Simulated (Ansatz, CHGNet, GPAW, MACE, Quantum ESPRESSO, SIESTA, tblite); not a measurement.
# Twisted graphene monolayer on bilayer, 87.80° (78 atoms) in SIESTA, part 2 of 2

How do the settings of SIESTA change the result for twisted graphene monolayer on bilayer, 87.80° (78 atoms)? A plane-wave run serves as the yardstick.

Program: SIESTA 5.4.2; the method stands at each step. Banners, paths, timers and routine set-up lines are dropped from the logs unmarked, and long logs keep their key lines alone; longer cuts are marked. The potentials were converted by us to PSML.

So far. Step 2 (PBE, DZP, shift 0.01 Ry, mesh 300 Ry): Forces lie 11 % from the reference's, at 2.6 times its CPU time (on 2 against 4 cores). Step 3 (PBE, SZ, shift 0.01 Ry, mesh 300 Ry): Against the first run (11 %), the force difference from the reference is 37 %, at 0.23 times the CPU time (on 1 against 2 cores), with 312 basis functions against 1014: the smaller basis costs accuracy.

### 4. PBE, SZP, shift 0.01 Ry, mesh 300 Ry

Method: Kohn-Sham DFT, PBE, PseudoDojo 0.4.1 norm-conserving pseudopotentials (converted to PSML), numerical atomic orbitals (SZP), diagonalisation.

File input.fdf:

```
SystemLabel cell
NumberOfAtoms 78
NumberOfSpecies 1
%block ChemicalSpeciesLabel
  1 6 C
%endblock ChemicalSpeciesLabel
LatticeConstant 1.0 Ang
%block LatticeVectors
  8.86970 0.00000 0.00000
  -4.43485 7.68139 0.00000
  0.00000 0.00000 20.69000
%endblock LatticeVectors
PAO.BasisSize SZP
PAO.EnergyShift 0.01 Ry
XC.Functional GGA
XC.Authors PBE
MeshCutoff 300 Ry
%block kgrid_Monkhorst_Pack
  1 0 0 0.0
  0 1 0 0.0
  0 0 1 0.0
%endblock kgrid_Monkhorst_Pack
SolutionMethod diagon
OccupationFunction FD
ElectronicTemperature 580 K
SCF.Mixer.Method Pulay
SCF.Mixer.Weight 0.05
SCF.Mixer.History 8
SCF.Mix Hamiltonian
MaxSCFIterations 300
SCF.DM.Tolerance 1e-04
SCF.H.Tolerance 1.0e-3 eV
WriteForces T
Write.HirshfeldPop T
Write.VoronoiPop T
Write.DM F
Write.H F
XML.Write F
AtomicCoordinatesFormat Fractional
%block AtomicCoordinatesAndAtomicSpecies
[... 78 atom lines left out: the same atoms as in the first run ...]
%endblock AtomicCoordinatesAndAtomicSpecies
```

The run is started by

```console
OMP_NUM_THREADS=1 siesta < input.fdf > output.txt
```

The program printed:

```text
Version         : 5.4.2
reinit: System Name:
reinit: System Label: cell
initatom: Reading input for the pseudopotentials and atomic orbitals ----------
Species number:   1 Atomic number:    6 Label: C
Ground state valence configuration (from tables):   2s02  2p02  3d00  4f00
---- Processing specs for species: C
GGA--PBE XC_GGA_X_PBE--XC_GGA_C_PBE pb
[... lines left out ...]
        iscf     Eharris(eV)        E_KS(eV)     FreeEng(eV)     dDmax    Ef(eV) dHmax(eV)
[... lines left out ...]
SCF Convergence by DM+H criterion
[... lines left out ...]
SCF cycle converged after 11 iterations
[... lines left out ...]
   Max    5.685816
[... lines left out ...]
   Max    5.685816    constrained
Stress tensor Voigt[x,y,z,yz,xz,xy] (kbar):     -197.50     -169.37        6.54       -0.50       -0.73        9.68
[... lines left out ...]
siesta: FreeEng =    -12679.802024
[... lines left out ...]
siesta:         Fermi =      -5.951976
[... lines left out ...]
siesta: Pressure (static):
siesta:                Solid            Molecule  Units
siesta:           0.00081648          0.00094960  Ry/Bohr**3
siesta:           0.07496587          0.08718870  eV/Ang**3
siesta:         120.10856608        139.69169797  kBar
    Orbital volume contribution        =          24.863898 eV
    (Free)E + p_basis*V_orbitals       =      -12654.938126 eV
    (Free)Eharris+ p_basis*V_orbitals  =      -12654.938127 eV
siesta: Electric dipole (a.u.)  =    0.000000    0.000000    0.006605
siesta: Electric dipole (Debye) =    0.000000    0.000000    0.016787
Hirshfeld Atomic Populations:
Atom #   charge [q] valence [e]  Species
     1     0.004587    3.995413  C
     2    -0.001535    4.001535  C
     3     0.001236    3.998764  C
[...]
--------------------
 Total    -0.000012
Voronoi Atomic Populations:
Atom #   charge [q] valence [e]  Species
[...]
77     0.000601    3.999399  C
    78     0.004453    3.995547  C
--------------------
 Total    -0.000012
```

Elapsed: 1.9 min, on 1 thread of Arm Neoverse V1, shared host; peak memory 0.82 GiB.

Against the reference:

- r.m.s. force component: 1.872 eV/Å
- r.m.s. difference of force components: 377.5 meV/Å
- longest difference of force vectors: 1132 meV/Å
- force difference over r.m.s. force: 23.84 %
- slope of forces against the reference's: 1.17
- correlation of force components: 0.99

This is a coarse setting, run to see what it loses.

Against the first run (11 %), the force difference from the reference is 24 %, at 0.70 times the CPU time (on 1 against 2 cores), with 702 basis functions against 1014: the smaller basis costs accuracy.

### 5. All runs compared

Differences are against the plane-wave reference, forces as r.m.s. over components; share is that over the reference's r.m.s. force, slope the least-squares factor from reference forces to these. Total energies of different programs have different zeros and aren't compared.

```
                                                 run  Δ force, r.m.s. (meV/Å)  share (%)  slope  cores  CPU time  memory (GiB)
                                           reference                        -          -      -      4      62 s           1.3
         SIESTA PBE, DZP, shift 0.01 Ry, mesh 300 Ry                      180       11.4  1.095      2   2.7 min           1.1
 SIESTA PBE, SZ, shift 0.01 Ry, mesh 300 Ry (coarse)                      591       37.3  1.302      1      38 s          0.51
SIESTA PBE, SZP, shift 0.01 Ry, mesh 300 Ry (coarse)                      377       23.8  1.170      1   1.9 min          0.82
```

Rows marked coarse were listed beforehand as settings not expected to be converged; some can still land near the reference.

CPU time is summed over cores on a shared host, where runs went side by side, so it is rough. Symmetry, cutoffs, thresholds, outputs and thread counts weren't matched or tuned between programs; memory under MPI is the largest rank's times the ranks.

A second geometry, displaced anew (every atom was moved at random, 0.08 Å r.m.s. a Cartesian component), gives an energy difference that all programs can be tested on. The reference puts it at 559.2 meV/atom.

| run | energy less the first geometry's (meV/atom) | error (meV/atom) | force share at the second geometry (%) |
| --- | --- | --- | --- |
| SIESTA PBE, DZP, shift 0.01 Ry, mesh 300 Ry | 611.8 | 52.6 | 13.2 |
| SIESTA PBE, SZ, shift 0.01 Ry, mesh 300 Ry | 705.8 | 147 | 33.0 |
| SIESTA PBE, SZP, shift 0.01 Ry, mesh 300 Ry | 646.6 | 87.4 | 23.2 |

### 6. Outcome

| Property | Result |
| --- | --- |
| nearest in forces | SIESTA PBE, DZP, shift 0.01 Ry, mesh 300 Ry, 11 % |
| its CPU time | 2.7 min |

In words: The PBE run in local orbitals, coarse settings apart, differs by 11 % (SIESTA PBE, DZP, shift 0.01 Ry, mesh 300 Ry); basis, grid and potentials can all enter. Runs with settings chosen to be coarse differ by 24 % (SIESTA PBE, SZP, shift 0.01 Ry, mesh 300 Ry) to 37 % (SIESTA PBE, SZ, shift 0.01 Ry, mesh 300 Ry), their programs' other errors included. None of the electronic-structure runs in the table takes under half the reference's CPU time of 62 s; they take 0.61 to 2.6 times as much. SIESTA PBE, SZ, shift 0.01 Ry, mesh 300 Ry stiffens the forces by a factor of 1.30 while following their directions (correlation 0.986); the slopes of the 3 SIESTA runs lie between 1.10 and 1.30. The energy difference between the two geometries, 559 meV/atom in the reference, is met best by SIESTA PBE, DZP, shift 0.01 Ry, mesh 300 Ry (+52.6) and worst by SIESTA PBE, SZ, shift 0.01 Ry, mesh 300 Ry (coarse) (+147). The reference's PBE has no dispersion term, which matters for the binding between molecules or layers. One k-point is far too coarse for the carbon or group-IV sheet, and it can put spurious forces of up to about 1 eV/Å on the sheet's atoms. The electronic-structure runs sample only Γ, in a cell whose shortest periodic width is 8 Å.

[Also dropped from logs without a mark: logging warnings of Python, and SIESTA's first energy breakdown and zero terms.]

[Logs are printed without paths, hosts, clocks, repeated set-up lines and the standing remarks that a program may print on its own settings, such as how far it seeks lower states.]

[Hosts, paths, dates, database ids (printed as entryN), source tags and the programs' standing remarks are cut or masked in the printed files.]
